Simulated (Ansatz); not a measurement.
# Li on Mo(110): change of the work function

Aim: the work function of Mo(110) at several coverages of Li (hollow site), and the dipole that each adsorbate carries.

Main program and level: Ansatz 0.2.0; plane-wave DFT, PBE, Ansatz PAW.

### 1. The starting structure

The cell holds 4 atoms: 4 Mo. Cell: a = 2.728 Å, b = 2.728 Å, c = 24.682 Å, α = 90.0°, β = 90.0°, γ = 70.5°. Vacuum lies along c.

### 2. The clean slab

The bare slab comes first, as the zero from which every change is counted. The two lowest layers are held at bulk places and the upper ones relax. The dipole correction removes the false field that a one-sided slab makes across the periodic vacuum, so each face gets a flat vacuum level of its own.

File input.yaml:

```yaml
crystal:
  lattice:
    - [2.2273863607, -1.575, 0.0]
    - [2.2273863607, 1.575, 0.0]
    - [0.0, 0.0, 24.6821590822]
  atoms:
    - { symbol: Mo, position: [0.0, 0.0, 0.3646358477] }
    - { symbol: Mo, position: [0.5, 0.5, 0.4548786159] }
    - { symbol: Mo, position: [0.0, 0.0, 0.5451213841] }
    - { symbol: Mo, position: [0.5, 0.5, 0.6353641523] }
kpoints:
  mp_grid: { grid: [12, 12, 1] }
hamiltonian:
  xc: pbe
scf:
  occupations: { method: fermi_dirac, width: 0.1 }
  convergence: { dr2_threshold: 1.0e-08 }
efield:
  axis: 3
  dipole_correction: true
  ramp_position: 0.97
  ramp_width: 0.06
relax:
  f_tol: 0.02
  max_steps: 60
  constraints: [{ sites: [0, 1] }]
output:
  write_potential: true
  write_density: true
  volumetric_format: npy
```

Launch:

```
> ansatz run input.yaml --threads 4 --pin off --max-ram 16384MiB --backend cpu --events-out ev --progress --plain --runs-dir out
```

Numbers of over 12 decimals in the logs are rounded to 6 here.

What it wrote:

```text
Engine: ansatz 0.2.0, aarch64-unknown-linux-gnu
Pseudopotentials: kind: paw
Pseudopotential: Mo, paw, valence charge 14, recommended cutoff 420 eV (normal), Mo.paw.azcp
Functional definition: PBE
  parameter kappa = 0.804
  parameter beta = 0.066725
  exchange = pbe_x(kappa = kappa, mu = beta*pi^2/3)
  correlation = pbe_c(beta = beta)
Crystal: 4 atoms, lattice volume = 173.177 Å³
Basis set: ecut = 420 eV, 3445 PW (Γ), exchange–correlation on 40×40×360 points (8 copies of the dense FFT grid, shifted against one another)
Bands: 34, of which v1, the nominal top of the filled ones, is band 28 counted from 1 (27 counted from 0)
Symmetry: 4 space group operations
k-points: 43 of 144
Non-local potential: Mo, projectors of the file, l = 0: 3, l = 1: 2, l = 2: 2, l = 3: 1
PAW form: soft (Blöchl's): semilocal exchange-correlation on the pseudo side does not see the compensation charge
PAW one-centre angular grid: Mo, 590 points (default); XC on 64 Gauss nodes
Initial density: superposition of atomic densities (neutral atoms: chi_scale 0, normalization atom), corrected by the library's trained network
Initial wavefunctions: pseudopotential atomic-orbital guess
Functional: x = pbe(κ = 0.804, μ = 0.219515), c = pbe(β = 0.066725)
SCF iter   1: F=—  HF=-19821.647128 eV  |F-HF|=—  |Δ(HF+E_count)|=         —  Δρ=3.78e-3  dr2=1.40e-1  ethr=1.77e-3  p=-0.000 e·Å  D=-4.77e-14 V/Å  ΔV_dip=0.00 eV  dr2_dipole=1.17e-6  V_vac-E_F(+/−)=4.86/4.86 eV  ⟨swp⟩=8.9  Hψ=15645  notcnv=0  defer=5
efield: sawtooth ramp at fractional position 0.9700 (set: `efield.ramp_position`, or a place that a band, a saddle search or an elastic batch's reference lends), width 0.0600; the density the first Hamiltonian is built on has a dipole p = -0.000 e·Å; the dipole correction subtracts the counter field D = -4.77e-14 V/Å, which shifts the + side's vacuum level by +0.00 eV against the − side's; the planar-averaged density in the ramp window peaks in size at 1.4e-5 e/Å³
automatic band count: the SCF goes on with 40 bands, as 34 were too few: the levels above may hold too much charge
preconditioner: auto → LDOS  [metal: Δε(μ)=0.026 eV  Ē_g=5.170 eV  σ=0.100 eV  W_gap=0.07  n_scr=16 (ndim 8)  ℏωp=13.8 eV  f_vac=0.563  D(μ)=3.57/eV (n_scr^D=14)  β→1.0]
SCF iter   2: F=—  HF=-19821.643445 eV  |F-HF|=—  |Δ(HF+E_count)|=   3.68e-3  Δρ=1.93e-3  dr2=1.96e-2  ethr=2.50e-4  p=0.000 e·Å  D=4.94e-6 V/Å  ΔV_dip=-0.00 eV  dr2_dipole=1.04e-6  V_vac-E_F(+/−)=4.70/4.70 eV  ⟨swp⟩=2.1  Hψ=2763  notcnv=0  defer=21
SCF iter   3: F=—  HF=-19821.641432 eV  |F-HF|=—  |Δ(HF+E_count)|=   2.01e-3  Δρ=5.02e-4  dr2=1.45e-3  ethr=3.50e-5  p=0.000 e·Å  D=3.71e-6 V/Å  ΔV_dip=-0.00 eV  dr2_dipole=1.26e-7  V_vac-E_F(+/−)=4.72/4.72 eV  ⟨swp⟩=2.2  Hψ=2388  notcnv=0  defer=21
SCF iter   4: F=—  HF=-19821.641192 eV  |F-HF|=—  |Δ(HF+E_count)|=   2.41e-4  Δρ=1.36e-4  dr2=7.48e-5  ethr=2.60e-6  p=0.000 e·Å  D=1.73e-6 V/Å  ΔV_dip=-0.00 eV  dr2_dipole=3.26e-8  V_vac-E_F(+/−)=4.71/4.71 eV  ⟨swp⟩=3.0  Hψ=2598  notcnv=0  defer=21
SCF iter   5: F=—  HF=-19821.641212 eV  |F-HF|=—  |Δ(HF+E_count)|=   2.06e-5  Δρ=3.96e-5  dr2=6.14e-6  ethr=1.34e-7  p=0.000 e·Å  D=1.84e-7 V/Å  ΔV_dip=-0.00 eV  dr2_dipole=7.59e-10  V_vac-E_F(+/−)=4.70/4.70 eV  ⟨swp⟩=2.6  Hψ=2473  notcnv=0  defer=21
SCF iter   6: F=—  HF=-19821.641292 eV  |F-HF|=—  |Δ(HF+E_count)|=   7.97e-5  Δρ=1.55e-5  dr2=8.69e-7  ethr=1.10e-8  p=-0.000 e·Å  D=-9.75e-8 V/Å  ΔV_dip=0.00 eV  dr2_dipole=2.59e-12  V_vac-E_F(+/−)=4.70/4.70 eV  ⟨swp⟩=2.1  Hψ=2413  notcnv=0  defer=21
SCF iter   7: F=—  HF=-19821.641293 eV  |F-HF|=—  |Δ(HF+E_count)|=   4.78e-7  Δρ=4.02e-6  dr2=7.38e-8  ethr=1.55e-9  p=-0.000 e·Å  D=-1.25e-7 V/Å  ΔV_dip=0.00 eV  dr2_dipole=3.69e-11  V_vac-E_F(+/−)=4.69/4.69 eV  ⟨swp⟩=2.1  Hψ=2303  notcnv=0  defer=21
SCF iter   8: F=-19821.641293 eV  HF=-19821.641293 eV  |F-HF|=4.27e-9  |Δ(HF+E_count)|=   8.39e-8  Δρ=1.47e-6  dr2=6.62e-9  ethr=1.79e-11  p=-0.000 e·Å  D=-2.43e-8 V/Å  ΔV_dip=0.00 eV  dr2_dipole=1.83e-12  V_vac-E_F(+/−)=4.69/4.69 eV  ⟨swp⟩=10.7  Hψ=11440  notcnv=0
SCF 1 converged in 8 iterations: F = -19821.641293 eV  dr2 = 6.62e-9
  greatest PAW one-centre occupation: 0.998 electrons in one spin orbital (limit 2), on the Mo atom at site 0 (counted from 0), in its partial waves of l = 0
relax step   1: F+E_penalty+E_count = -19821.64129266 eV  Δ(F+E_penalty+E_count) = +0.000e0 eV  max|allowed force component| = 6.071e-1 eV/Å  Δτ_max = 0.0000 Å  (8 SCF iters, accepted)
Bands: 40, of which v1, the nominal top of the filled ones, is band 28 counted from 1 (27 counted from 0)
Initial density: handed on by an earlier stage of this run
Initial wavefunctions: those handed on with the density
iter 1 solved again at ethr=6.81e-4 eV; its pass at ethr=3.10e-3 eV (dr2=3.81e-1 eV) is discarded
SCF iter   1: F=—  HF=-19821.655302 eV  |F-HF|=—  |Δ(HF+E_count)|=         —  Δρ=9.01e-3  dr2=3.79e-1  ethr=6.81e-4  p=0.000 e·Å  D=7.11e-7 V/Å  ΔV_dip=-0.00 eV  dr2_dipole=2.16e-3  V_vac-E_F(+/−)=4.71/4.71 eV  ⟨swp⟩=1.6  Hψ=6582  notcnv=0  defer=26
efield: sawtooth ramp at fractional position 0.9700 (set: `efield.ramp_position`, or a place that a band, a saddle search or an elastic batch's reference lends), width 0.0600; the density the first Hamiltonian is built on has a dipole p = 0.000 e·Å; the dipole correction subtracts the counter field D = 7.11e-7 V/Å, which shifts the + side's vacuum level by -0.00 eV against the − side's; the planar-averaged density in the ramp window peaks in size at 3.6e-6 e/Å³
preconditioner: auto → LDOS  [metal: Δε(μ)=0.032 eV  Ē_g=5.280 eV  σ=0.100 eV  W_gap=0.08  n_scr=16 (ndim 8)  ℏωp=13.8 eV  f_vac=0.569  D(μ)=3.64/eV (n_scr^D=14)  β→1.0]
SCF iter   2: F=—  HF=-19821.637650 eV  |F-HF|=—  |Δ(HF+E_count)|=   1.77e-2  Δρ=4.01e-3  dr2=1.08e-1  ethr=6.78e-4  p=0.007 e·Å  D=7.44e-3 V/Å  ΔV_dip=-0.18 eV  dr2_dipole=1.22e-3  V_vac-E_F(+/−)=4.51/4.69 eV  ⟨swp⟩=2.3  Hψ=2710  notcnv=0  defer=26
SCF iter   3: F=—  HF=-19821.629266 eV  |F-HF|=—  |Δ(HF+E_count)|=   8.38e-3  Δρ=1.79e-3  dr2=1.82e-2  ethr=1.92e-4  p=0.006 e·Å  D=6.37e-3 V/Å  ΔV_dip=-0.16 eV  dr2_dipole=2.87e-4  V_vac-E_F(+/−)=4.55/4.71 eV  ⟨swp⟩=2.4  Hψ=3010  notcnv=0  defer=26
SCF iter   4: F=—  HF=-19821.625514 eV  |F-HF|=—  |Δ(HF+E_count)|=   3.75e-3  Δρ=4.20e-4  dr2=7.00e-4  ethr=3.26e-5  p=0.007 e·Å  D=7.29e-3 V/Å  ΔV_dip=-0.18 eV  dr2_dipole=1.75e-5  V_vac-E_F(+/−)=4.52/4.70 eV  ⟨swp⟩=3.0  Hψ=2790  notcnv=0  defer=26
[...]
SCF iter   2: F=—  HF=-19821.665870 eV  |F-HF|=—  |Δ(HF+E_count)|=   3.93e-3  Δρ=2.32e-3  dr2=4.41e-2  ethr=1.98e-4  p=0.006 e·Å  D=6.20e-3 V/Å  ΔV_dip=-0.15 eV  dr2_dipole=3.08e-3  V_vac-E_F(+/−)=4.55/4.71 eV  ⟨swp⟩=2.0  Hψ=2812  notcnv=0  defer=26
SCF iter   3: F=—  HF=-19821.662933 eV  |F-HF|=—  |Δ(HF+E_count)|=   2.94e-3  Δρ=8.29e-4  dr2=4.40e-3  ethr=7.87e-5  p=0.006 e·Å  D=6.03e-3 V/Å  ΔV_dip=-0.15 eV  dr2_dipole=6.38e-4  V_vac-E_F(+/−)=4.55/4.70 eV  ⟨swp⟩=2.0  Hψ=2291  notcnv=0  defer=26
SCF iter   4: F=—  HF=-19821.662283 eV  |F-HF|=—  |Δ(HF+E_count)|=   6.51e-4  Δρ=2.74e-4  dr2=4.17e-4  ethr=7.86e-6  p=0.005 e·Å  D=5.31e-3 V/Å  ΔV_dip=-0.13 eV  dr2_dipole=6.02e-5  V_vac-E_F(+/−)=4.57/4.70 eV  ⟨swp⟩=3.5  Hψ=3106  notcnv=0  defer=26
SCF iter   5: F=—  HF=-19821.662246 eV  |F-HF|=—  |Δ(HF+E_count)|=   3.68e-5  Δρ=7.82e-5  dr2=1.95e-5  ethr=7.45e-7  p=0.005 e·Å  D=5.03e-3 V/Å  ΔV_dip=-0.12 eV  dr2_dipole=1.51e-6  V_vac-E_F(+/−)=4.57/4.70 eV  ⟨swp⟩=2.5  Hψ=2546  notcnv=0  defer=26
SCF iter   6: F=—  HF=-19821.662253 eV  |F-HF|=—  |Δ(HF+E_count)|=   7.25e-6  Δρ=2.97e-5  dr2=1.84e-6  ethr=3.47e-8  p=0.005 e·Å  D=4.92e-3 V/Å  ΔV_dip=-0.12 eV  dr2_dipole=6.05e-9  V_vac-E_F(+/−)=4.57/4.70 eV  ⟨swp⟩=2.1  Hψ=2333  notcnv=0  defer=26
SCF iter   7: F=—  HF=-19821.662328 eV  |F-HF|=—  |Δ(HF+E_count)|=   7.45e-5  Δρ=1.27e-5  dr2=5.17e-7  ethr=3.28e-9  p=0.005 e·Å  D=4.84e-3 V/Å  ΔV_dip=-0.12 eV  dr2_dipole=2.83e-8  V_vac-E_F(+/−)=4.58/4.70 eV  ⟨swp⟩=2.1  Hψ=2436  notcnv=0  defer=26
SCF iter   8: F=—  HF=-19821.662328 eV  |F-HF|=—  |Δ(HF+E_count)|=   8.29e-8  Δρ=2.78e-6  dr2=3.22e-8  ethr=9.24e-10  p=0.005 e·Å  D=4.83e-3 V/Å  ΔV_dip=-0.12 eV  dr2_dipole=1.60e-9  V_vac-E_F(+/−)=4.58/4.70 eV  ⟨swp⟩=2.8  Hψ=3061  notcnv=0  defer=26
SCF iter   9: F=-19821.662328 eV  HF=-19821.662328 eV  |F-HF|=6.62e-9  |Δ(HF+E_count)|=   1.90e-8  Δρ=8.02e-7  dr2=1.26e-9  ethr=1.79e-11  p=0.005 e·Å  D=4.82e-3 V/Å  ΔV_dip=-0.12 eV  dr2_dipole=8.06e-15  V_vac-E_F(+/−)=4.58/4.70 eV  ⟨swp⟩=10.1  Hψ=11130  notcnv=0
SCF 3 converged in 9 iterations: F = -19821.662328 eV  dr2 = 1.26e-9
relax step   3: F+E_penalty+E_count = -19821.66232783 eV  Δ(F+E_penalty+E_count) = -2.104e-2 eV  max|allowed force component| = 1.718e-1 eV/Å  Δτ_max = 0.0695 Å  (9 SCF iters, accepted)
SCF iter   1: F=—  HF=-19821.663916 eV  |F-HF|=—  |Δ(HF+E_count)|=         —  Δρ=8.39e-4  dr2=3.50e-3  ethr=6.23e-5  p=0.005 e·Å  D=4.82e-3 V/Å  ΔV_dip=-0.12 eV  dr2_dipole=1.17e-4  V_vac-E_F(+/−)=4.57/4.69 eV  ⟨swp⟩=2.4  Hψ=3395  notcnv=0  defer=26
efield: sawtooth ramp at fractional position 0.9700 (set: `efield.ramp_position`, or a place that a band, a saddle search or an elastic batch's reference lends), width 0.0600; the density the first Hamiltonian is built on has a dipole p = 0.005 e·Å; the dipole correction subtracts the counter field D = 4.82e-3 V/Å, which shifts the + side's vacuum level by -0.12 eV against the − side's; the planar-averaged density in the ramp window peaks in size at 4.2e-6 e/Å³
preconditioner: auto → LDOS  [metal: Δε(μ)=0.010 eV  Ē_g=5.198 eV  σ=0.100 eV  W_gap=0.02  n_scr=16 (ndim 8)  ℏωp=13.8 eV  f_vac=0.567  D(μ)=3.47/eV (n_scr^D=14)  β→1.0]
SCF iter   2: F=—  HF=-19821.663778 eV  |F-HF|=—  |Δ(HF+E_count)|=   1.38e-4  Δρ=4.26e-4  dr2=1.37e-3  ethr=6.24e-6  p=0.004 e·Å  D=4.06e-3 V/Å  ΔV_dip=-0.10 eV  dr2_dipole=2.10e-5  V_vac-E_F(+/−)=4.60/4.70 eV  ⟨swp⟩=2.0  Hψ=2569  notcnv=0  defer=26
SCF iter   3: F=—  HF=-19821.663680 eV  |F-HF|=—  |Δ(HF+E_count)|=   9.75e-5  Δρ=1.70e-4  dr2=1.67e-4  ethr=2.44e-6  p=0.004 e·Å  D=4.18e-3 V/Å  ΔV_dip=-0.10 eV  dr2_dipole=3.14e-6  V_vac-E_F(+/−)=4.59/4.69 eV  ⟨swp⟩=2.0  Hψ=2242  notcnv=0  defer=26
SCF iter   4: F=—  HF=-19821.663648 eV  |F-HF|=—  |Δ(HF+E_count)|=   3.23e-5  Δρ=4.02e-5  dr2=5.53e-6  ethr=2.98e-7  p=0.004 e·Å  D=4.07e-3 V/Å  ΔV_dip=-0.10 eV  dr2_dipole=5.62e-7  V_vac-E_F(+/−)=4.60/4.70 eV  ⟨swp⟩=3.4  Hψ=3040  notcnv=0  defer=26
SCF iter   5: F=—  HF=-19821.663725 eV  |F-HF|=—  |Δ(HF+E_count)|=   7.67e-5  Δρ=1.23e-5  dr2=5.71e-7  ethr=9.88e-9  p=0.004 e·Å  D=3.99e-3 V/Å  ΔV_dip=-0.10 eV  dr2_dipole=4.19e-8  V_vac-E_F(+/−)=4.60/4.70 eV  ⟨swp⟩=2.7  Hψ=2627  notcnv=0  defer=26
SCF iter   6: F=—  HF=-19821.663725 eV  |F-HF|=—  |Δ(HF+E_count)|=   2.10e-7  Δρ=3.79e-6  dr2=5.79e-8  ethr=1.02e-9  p=0.004 e·Å  D=3.95e-3 V/Å  ΔV_dip=-0.10 eV  dr2_dipole=2.24e-9  V_vac-E_F(+/−)=4.60/4.70 eV  ⟨swp⟩=2.3  Hψ=2351  notcnv=0  defer=26
SCF iter   7: F=-19821.663725 eV  HF=-19821.663725 eV  |F-HF|=3.88e-9  |Δ(HF+E_count)|=   3.93e-8  Δρ=1.56e-6  dr2=8.52e-9  ethr=1.79e-11  p=0.004 e·Å  D=3.94e-3 V/Å  ΔV_dip=-0.10 eV  dr2_dipole=2.54e-10  V_vac-E_F(+/−)=4.60/4.70 eV  ⟨swp⟩=10.8  Hψ=11535  notcnv=0
SCF 4 converged in 7 iterations: F = -19821.663725 eV  dr2 = 8.52e-9
relax step   4: F+E_penalty+E_count = -19821.66372504 eV  Δ(F+E_penalty+E_count) = -1.397e-3 eV  max|allowed force component| = 6.160e-3 eV/Å  Δτ_max = 0.0105 Å  (7 SCF iters, accepted)
NSCF: frozen V_eff on 43 k-points
the band table was solved once a step of the walk had ended and its energy, with any forces and stress, was formed, with the checks that follow a solve (8320 applications of the Hamiltonian). They found nothing against the state; the energy, forces and stress were not computed again (output.eigenvalues in the input reference)
SCF converged after 7 iterations
Free energy (F): -19821.663725 eV
Harris-Foulkes:  -19821.663725 eV  (|F-HF|=3.88e-9)
Internal energy: -19821.546906 eV  (E = F + TS)
E sigma→0 (E₀):  -19821.605316 eV
Entropy (-TS):   -0.116819 eV (-29.205 meV/atom)
Fermi energy:    4.749028 eV
Dipole field:    D = 0.003959 V/Å  (p = 0.003789 e·Å, saw-weighted, corrected)
Work function:   Φ+ = 4.5981 eV   Φ− = 4.6959 eV
Levels:          The Fermi level and band energies are counted from a zero that moves with the ramp; work functions are not
--- Per-component energies (eV) ---
  E_band       = -1128.803101
  E_kinetic    = 1758.636077
  E_local      = -73076.344926  (includes V_loc(G=0)·N_el)
  E_nonlocal   = 573.008626
  E_hartree    = 35551.714988
  E_xc         = -730.509318
  E_vxc        = -911.323818  (∫ρ·V_xc dr)
  E_paw        = -12805.328642  (= ΣΔE_a)
  E_vpaw       = -576.218629  (= ΣTr[D̂ρ^β])
  E_aug_tail   = 0.000170  (compensation charges beyond the density's cutoff)
  E_efield     = 0.000007  (sawtooth field / dipole correction)
  E_vefield    = 0.002053  (∫n·V_field dr)
  E_ewald      = 28907.276112
  E_smearing   = -0.116819  (= −TS)
  E_closure    = -0.000000  (closes the sum)
  Σ components = -19821.663725   (vs F -19821.663725, Δ=0.00e0)
--- Forces (eV/Å), atoms counted from 1 ---
  atom   1  Mo     0.00000000     0.00000000     0.48968382
  atom   2  Mo     0.00000000    -0.00000000    -0.48732685
  atom   3  Mo     0.00000000    -0.00000000    -0.00615989
  atom   4  Mo     0.00000000     0.00000000     0.00374740
  max |Σ_I F_I| component: 5.55e-5 eV/Å
--- Band table (eV; the first three rows and the last of 43) ---
  k-point 0: bands = [... 24 lower, 3.2679, 3.3587, 3.5222, 3.7666, 4.8655, 5.1015, 5.8499, 5.9160, ... 8 higher]
  k-point 1: bands = [... 24 lower, 3.1262, 3.2374, 3.5562, 3.9741, 4.5550, 5.1890, 5.4643, 5.7715, ... 8 higher]
  k-point 2: bands = [... 24 lower, 2.9540, 3.0742, 3.7021, 3.9784, 4.4501, 4.6794, 5.6510, 5.7078, ... 8 higher]
  k-point 42: bands = [... 24 lower, 3.2412, 5.2680, 5.2859, 5.5507, 5.7353, 6.1980, 7.4154, 7.7054, ... 8 higher]
--- Relaxed structure (4 steps of the walk, 3 accepted, 0 SCFs on fresh bases) ---
  F+E_penalty+E_count = -19821.66372504 eV   max|allowed force component| = 6.160e-3 eV/Å
  atoms:
    - { symbol: Mo, position: [0.0, 0.0, 0.364636] }
    - { symbol: Mo, position: [0.500000, 0.500000, 0.454879] }
    - { symbol: Mo, position: [-3.9180990042764115e-19, 3.9180990042764115e-19, 0.546022] }
    - { symbol: Mo, position: [0.500000, 0.500000, 0.632974] }
```

Wall time 27 s (4 threads of Arm Neoverse V1, shared host); peak memory 0.58 GiB.

Step by step:

| step | energy less that of the first step (eV) | largest force component (eV/Å) |
| --- | --- | --- |
| 1 | 0.0000 | 0.6071 |
| 2 | 0.0156 | 0.8030 |
| 3 | -0.0210 | 0.1718 |
| 4 | -0.0224 | 0.0062 |

Relaxation step 2 was tried and not accepted.

Forces are held to the 4 operations that the run works with; a distortion that breaks them can't arise in this run.

The atoms that moved most (Å):

| atom | dx | dy | dz | length |
| --- | --- | --- | --- | --- |
| Mo4 | 0.000 | 0.000 | -0.059 | 0.059 |
| Mo3 | 0.000 | 0.000 | 0.022 | 0.022 |

This step gave:

```
energy at zero smearing        : -19821.6053 eV
work function, upper face      : 4.598 eV
work function, lower face      : 4.696 eV
dipole along the normal        : 0.003789 e·Å
step between the vacuum levels : -0.09771 eV
```

Running mean over 2.227 Å of the planar mean; the ramp of the sawtooth is left out. The electron's electrostatic potential energy less the Fermi level by z:

z (Å), electron's electrostatic potential energy less the Fermi level (eV) and a bar from the least value:
```
      3.5        4.7 ##############################
      4.0        4.7 ##############################
      4.5        4.7 ##############################
      5.0        4.7 ##############################
      5.5        4.7 ##############################
      6.0        4.6 ##############################
      6.5        4.2 #############################
      7.0        3.2 ############################
      7.5       -0.1 ######################
      8.0       -6.0 #############
      8.5      -10.8 #####
      9.0      -12.4 ##
      9.5      -12.6 ##
     10.0      -12.7 ##
     10.5      -12.8 #
     11.0      -12.9 #
     11.5      -12.9 #
     12.0      -12.7 ##
     12.5      -12.7 ##
     13.0      -12.8 #
     13.5      -13.0 #
     14.0      -13.4 
     14.5      -13.7 
     15.0      -13.3 #
     15.5      -12.7 ##
     16.0      -11.5 ####
     16.5       -7.5 ##########
     17.0       -1.5 ####################
     17.5        2.6 ###########################
     18.0        4.0 #############################
     18.5        4.4 ##############################
     19.0        4.5 ##############################
     19.5        4.6 ##############################
     20.0        4.6 ##############################
     20.5        4.6 ##############################
     21.0        4.6 ##############################
     21.5        4.6 ##############################
```

The relaxation took 4 steps and lowered the energy by 0.022 eV; the largest force on the free atoms ends at 0.0062 eV/Å.

The work function of the upper face is 4.60 eV.

(Part 1 of 4 ends here.)

[Logs are printed without paths, hosts, clocks, repeated set-up lines and the standing remarks that a program may print on its own settings, such as how far it seeks lower states.]

[Hosts, paths, dates, database ids (printed as entryN), source tags and the programs' standing remarks are cut or masked in the printed files.]

[Maps of the electrostatic potential energy from Ansatz leave out the sawtooth potential of an applied field or a dipole correction, so their vacuum need not be flat; planar profiles and work functions include it.]
